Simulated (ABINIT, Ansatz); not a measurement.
## Quasiparticle gap of CaC2 (R-3m) in ABINIT

Wanted: ground state, empty states, screening and self-energy for CaC2 (R-3m).

Program: ABINIT 10.8.3. Level of theory: PBEsol and many-body steps on it, plane waves. Results are calculated unless marked as measured.

Most raw output is cut from this account.

### Step 1. The structure

Symmetry: R-3m, No. 166, trigonal system. Conventional cell: a = 3.889 Å, b = 3.889 Å, c = 11.862 Å, α = 90.00°, β = 90.00°, γ = 120.00°. Ca has 6 C at 2.62 Å nearest. Nearest to C lie 1 C at 1.26 Å and 3 Ca at 2.62 Å. Farther neighbours are not listed.

The cell and positions are those that the Materials Project relaxed with its own functionals (PBE, PBE+U or r2SCAN), kept fixed.

### Step 2. Ground state

This step: ABINIT 10.8.3; DFT, PBEsol, plane waves, norm-conserving pseudopotentials.

The ground-state density comes first.

File run.abi:

```
acell 3*1.0 Angstrom
rprim 
  1.944397984288 1.122598699617 3.953874776707
  -1.944397984288 1.122598699617 3.953874776707
  -0.000000000000 -2.245197399304 3.953874776686
ntypat 2
znucl 20 6
natom 3
typat 1 2 2
xred 
  0.000000000000 0.000000000000 0.000000000000
  0.552915000000 0.552915000000 0.552915000000
  0.447085000000 0.447085000000 0.447085000000
pp_dirpath "pseudos"
pseudos "Ca.upf, C.upf"
ecut 37
ngkpt 6 6 6
nshiftk 1
shiftk 0 0 0
kptopt 1
chksymbreak 0
nband 14
occopt 1
tolvrs 1e-10
nstep 60
prtwf 0
optforces 0
optstress 0
indata_prefix "in"
outdata_prefix "out"
tmpdata_prefix "tmp"
```

On the command line:

```
$ OMP_NUM_THREADS=1 mpirun -n 4 abinit run.abi > log
```

The job ended after 28 s (4 MPI ranks of Arm Neoverse N1, shared host; peak memory 0.35 GiB; 1.9 min of CPU time).

This step gave:

- total energy: -1377.9519 eV
- gap: 2.585 eV
- k of the valence top: 0.5, 0.5, 0.5
- k of the conduction bottom: 0.5, 0.5, 0
- least direct gap: 3.889 eV

The gap is indirect, with the least direct gap 1.30 eV higher.

### Step 3. Bands along the symmetry lines

The cheap functional maps the bands first; the places of the edges decide which points the dearer methods must see.

File run.abi:

```
acell 3*1.0 Angstrom
rprim 
  1.944397984288 1.122598699617 3.953874776707
  -1.944397984288 1.122598699617 3.953874776707
  -0.000000000000 -2.245197399304 3.953874776686
ntypat 2
znucl 20 6
natom 3
typat 1 2 2
xred 
  0.000000000000 0.000000000000 0.000000000000
  0.552915000000 0.552915000000 0.552915000000
  0.447085000000 0.447085000000 0.447085000000
pp_dirpath "pseudos"
pseudos "Ca.upf, C.upf"
ecut 37
iscf -2
irdden 1
kptopt 0
nkpt 59
kpt 
  0.00000000 0.00000000 0.00000000
  0.06250000 0.06250000 0.06250000
  0.12500000 0.12500000 0.12500000
  0.18750000 0.18750000 0.18750000
  0.25000000 0.25000000 0.25000000
  0.31250000 0.31250000 0.31250000
  0.37500000 0.37500000 0.37500000
  0.43750000 0.43750000 0.43750000
  0.50000000 0.50000000 0.50000000
  0.53494895 0.46505105 0.50000000
  0.56989789 0.43010211 0.50000000
  0.60484684 0.39515317 0.50000000
  0.63979578 0.36020422 0.50000000
  0.67474473 0.32525528 0.50000000
  0.70969367 0.29030633 0.50000000
  0.74464261 0.25535739 0.50000000
  0.77959156 0.22040844 0.50000000
  0.50000000 -0.22040844 0.22040844
  0.50000000 -0.19285739 0.19285739
  0.50000000 -0.16530633 0.16530633
  0.50000000 -0.13775528 0.13775528
  0.50000000 -0.11020422 0.11020422
  0.50000000 -0.08265317 0.08265317
  0.50000000 -0.05510211 0.05510211
  0.50000000 -0.02755105 0.02755105
  0.50000000 0.00000000 0.00000000
  0.43750000 0.00000000 0.00000000
  0.37500000 0.00000000 0.00000000
  0.31250000 0.00000000 0.00000000
  0.25000000 0.00000000 0.00000000
  0.18750000 0.00000000 0.00000000
  0.12500000 0.00000000 0.00000000
  0.06250000 0.00000000 0.00000000
  0.00000000 0.00000000 0.00000000
  0.04502553 -0.04502553 0.00000000
  0.09005106 -0.09005106 0.00000000
  0.13507658 -0.13507658 0.00000000
  0.18010211 -0.18010211 0.00000000
  0.22512764 -0.22512764 0.00000000
  0.27015317 -0.27015317 0.00000000
  0.31517869 -0.31517869 0.00000000
  0.36020422 -0.36020422 -0.00000000
  0.63979578 0.00000000 0.36020422
  0.62232131 0.00000000 0.37767869
  0.60484684 0.00000000 0.39515317
  0.58737236 0.00000000 0.41262764
  0.56989789 0.00000000 0.43010211
  0.55242342 0.00000000 0.44757658
  0.53494895 0.00000000 0.46505105
  0.51747447 0.00000000 0.48252553
  0.50000000 0.00000000 0.50000000
  0.43750000 0.00000000 0.43750000
  0.37500000 0.00000000 0.37500000
  0.31250000 0.00000000 0.31250000
  0.25000000 0.00000000 0.25000000
  0.18750000 0.00000000 0.18750000
  0.12500000 0.00000000 0.12500000
  0.06250000 0.00000000 0.06250000
  0.00000000 0.00000000 0.00000000
istwfk *1
nband 16
nbdbuf 2
tolwfr 1e-08
nstep 40
prtwf 0
prtvol 0
indata_prefix "in"
outdata_prefix "out"
tmpdata_prefix "tmp"
```

Run time: 34 s. Hardware: 4 MPI ranks; peak memory 0.32 GiB; 2.3 min of CPU time.

Numbers from this step:

```
gap                        : 2.585 eV
k of the valence top       : 0.5, 0.5, 0.5
k of the conduction bottom : 0.5, 0, 0.5
least direct gap           : 3.890 eV
```

The gap is 2.585 eV, as in the run before at this level.

Electronic bands along the path, in eV, zero at the top of the highest filled band:

```
     point  band 6  band 7  band 8  band 9  band 10  band 11  band 12  band 13
         Γ   -2.86   -2.80   -0.83   -0.83     3.07     3.07     4.21     5.50
   halfway   -4.47   -1.21   -1.21   -0.95     4.20     4.20     4.55     5.82
         T   -5.14   -1.51   -1.51    0.00     5.54     5.69     5.90     5.90
   halfway   -4.61   -1.93   -1.55   -0.39     4.40     4.60     5.57     6.17
        H2   -3.78   -2.18   -2.05   -0.94     3.25     4.16     5.59     6.37
jump to H0   -3.78   -2.18   -2.05   -0.94     3.25     4.16     5.59     6.37
   halfway   -3.76   -2.59   -1.85   -1.12     3.93     4.54     5.84     6.09
         L   -3.93   -2.79   -1.55   -1.18     4.93     5.07     5.11     6.21
   halfway   -3.54   -2.47   -1.28   -1.22     3.63     3.84     5.12     5.67
         Γ   -2.86   -2.80   -0.83   -0.83     3.07     3.07     4.21     5.50
   halfway   -3.37   -2.77   -1.34   -1.25     3.54     3.76     5.24     6.13
        S0   -3.70   -2.19   -2.06   -1.11     3.25     4.28     5.67     6.38
jump to S2   -3.70   -2.19   -2.06   -1.11     3.25     4.28     5.67     6.38
   halfway   -3.72   -2.13   -1.62   -1.23     2.79     4.13     5.05     6.64
         F   -3.72   -2.14   -1.33   -1.31     2.59     3.99     4.74     6.89
   halfway   -3.80   -2.00   -1.38   -1.14     3.33     3.67     4.87     6.21
         Γ   -2.86   -2.80   -0.83   -0.83     3.07     3.07     4.21     5.50
```

### Step 4. Empty states on the mesh, 4×4×4 mesh, 134 bands

The sums over transitions need many empty states on a uniform mesh; this step solves for them.

File run.abi:

```
acell 3*1.0 Angstrom
rprim 
  1.944397984288 1.122598699617 3.953874776707
  -1.944397984288 1.122598699617 3.953874776707
  -0.000000000000 -2.245197399304 3.953874776686
ntypat 2
znucl 20 6
natom 3
typat 1 2 2
xred 
  0.000000000000 0.000000000000 0.000000000000
  0.552915000000 0.552915000000 0.552915000000
  0.447085000000 0.447085000000 0.447085000000
pp_dirpath "pseudos"
pseudos "Ca.upf, C.upf"
ecut 37
ngkpt 4 4 4
nshiftk 1
shiftk 0 0 0
kptopt 1
chksymbreak 0
irdden 1
istwfk *1
nband 134
prtvol 0
optdriver 6
gwr_task "HDIAGO"
paral_kgb 0
occopt 1
indata_prefix "in"
outdata_prefix "out"
tmpdata_prefix "tmp"
```

It took 3.8 min on 4 MPI ranks; peak memory 3.3 GiB.

Numbers from this step:

```
gap                                                           : 2.585 eV
k of the valence top                                          : 0.5, 0.5, 0.5
k of the conduction bottom                                    : 0.5, 0.5, 0
least direct gap                                              : 3.890 eV
k points computed                                             : 13
lowest point of the top converged band, above the valence top : 90.2000 eV
```

On this mesh the gap is 2.585 eV.

### Step 5. Screening, 4×4×4 mesh, 126 bands, screening to 176.9 eV

The RPA dielectric matrix is built and inverted for each q.

This step: RPA screening on PBEsol, plane waves, norm-conserving pseudopotentials.

Changes to run.abi since step 4:

```diff
@@ -21,10 +21,11 @@
 chksymbreak 0
-irdden 1
 istwfk *1
-nband 134
-prtvol 0
-optdriver 6
-gwr_task "HDIAGO"
-paral_kgb 0
 occopt 1
+irdwfk 1
+optdriver 3
+nband 126
+ecuteps 6.5
+inclvkb 2
+awtr 1
+symchi 1
 indata_prefix "in"
```

Run time: 3.2 min. Hardware: 4 MPI ranks; peak memory 1.9 GiB.

This step gave:

| Item | Value |
| --- | --- |
| ε∞ with local fields, on this mesh, along the program's q direction | 3.798 |
| the same without local fields | 4.711 |
| plasma frequency | 21.89 eV |
| plane waves in the screening matrix | 285 |

Local fields lower ε∞ by 19 %.

### Step 6. Self-energy, 4×4×4 mesh, 126 bands, screening to 176.9 eV

The self-energy is evaluated for the states that the input lists, and the levels follow from it, in one-shot runs by the linearised quasiparticle equation.

This step: G0W0 on PBEsol, plane waves, norm-conserving pseudopotentials.

Changes to run.abi since step 5:

```diff
@@ -24,8 +24,19 @@
 irdwfk 1
-optdriver 3
+optdriver 4
 nband 126
+gwcalctyp 0
+ecutsigx 37
+symsigma 1
+nkptgw 3
+kptgw 
+  0.5000000000 0.5000000000 0.5000000000
+  0.5000000000 0.5000000000 0.0000000000
+  0.0000000000 0.0000000000 0.0000000000
+bdgw 
+  7 11
+  8 11
+  8 11
 ecuteps 6.5
-inclvkb 2
-awtr 1
-symchi 1
+irdscr 1
+ppmodel 1
 indata_prefix "in"
```

Elapsed: 55 s, on 4 MPI ranks; peak memory 1.9 GiB.

This step gave:

```yaml
g0w0_gap_on_the_points_computed: 4.648 eV
starting_gap_on_the_mesh: 2.585 eV
k_of_the_valence_top: 0.5, 0.5, 0.5
k_of_the_conduction_bottom: 0.5, 0.5, 0
z_at_the_valence_top: 0.774
z_at_the_conduction_bottom: 0.812
least_direct_g0w0_gap_on_the_computed_points: 5.981 eV
```

The gap on the mesh goes from 2.59 eV to 4.65 eV, a correction of +2.06 eV.

Limits: finite bands, cutoff and mesh. v1 is the top filled band, c1 the lowest empty one. The levels before and after the correction (eV, zero at the valence-band top of each column):

```
           conduction bottom  valence top
Kohn-Sham               2.59         0.00
     G0W0               4.65         0.00
```

```
                         level  energy (eV)
Kohn-Sham  (0.5 0.5 0.5) v3-v2       -1.508
Kohn-Sham     (0.5 0.5 0.5) v1        0.000
Kohn-Sham     (0.5 0.5 0.5) c1        5.544
Kohn-Sham     (0.5 0.5 0.5) c2        5.686
Kohn-Sham       (0.5 0.5 0) v2       -1.329
Kohn-Sham       (0.5 0.5 0) v1       -1.305
Kohn-Sham       (0.5 0.5 0) c1        2.585
Kohn-Sham       (0.5 0.5 0) c2        3.995
     G0W0  (0.5 0.5 0.5) v3-v2       -1.583
     G0W0     (0.5 0.5 0.5) v1        0.000
     G0W0     (0.5 0.5 0.5) c1        6.894
     G0W0     (0.5 0.5 0.5) c2        8.536
     G0W0       (0.5 0.5 0) v2       -1.495
     G0W0       (0.5 0.5 0) v1       -1.333
     G0W0       (0.5 0.5 0) c1        4.648
     G0W0       (0.5 0.5 0) c2        6.584
```

### Step 7. Where the time went

Times are wall times on 4 MPI ranks of Arm Neoverse N1, shared host, good to a factor of about two.

```
                          step     time  share  memory (GiB)
                  ground state     28 s    5 %          0.35
bands along the symmetry lines     34 s    6 %          0.32
      empty states on the mesh  3.8 min   43 %           3.3
                     screening  3.2 min   36 %           1.9
                   self-energy     55 s   10 %           1.9
```

### Step 8. Results

```
PBEsol gap           : 2.59 eV, indirect
G0W0 gap on the mesh : 4.65 eV
GW settings          : 4×4×4 mesh, 126 bands, screening to 176.9 eV, Godby-Needs plasmon pole
known limits         : not at the basis limit
```

**Reading.** G0W0 moves the gap on the mesh from 2.59 eV to 4.65 eV (+2.06 eV), with Z of 0.77 and 0.81 at the edges. Local fields lower the RPA ε∞ on this mesh from 4.71 to 3.80. Only 3 of the mesh's irreducible points were corrected, so a valley elsewhere could overtake. Bands and cutoff are finite, so the gap is not at the basis limit. The miss can reach some tenths of an eV and take either sign; the mesh is an error of its own. In the G0W0 run levels were corrected at 3 k points alone, so a gap called «on the mesh» is the least over those, and an edge elsewhere would be missed.

[Paths, hosts, dates, memory and timing lines, banners, echoed tables and standing remarks are left out of the program output.]

[Logs are printed without paths, hosts, clocks, repeated set-up lines and the standing remarks that a program may print on its own settings, such as how far it seeks lower states.]

[Runs of the session that timed out or met a known fault of the program may be left out.]

[Hosts, paths, dates, database ids (printed as entryN), source tags and the programs' standing remarks are cut or masked in the printed files.]

[G0W0 gaps are taken among the corrected bands and points alone; a level outside them can change the order at an edge.]

[Where Ansatz stands beside ABINIT at settings called matched, ABINIT's density can come from a denser mesh and the files from another edition; pairs whose starting gaps differed by over 0.03 eV were left out, so agreement reads better than it is.]
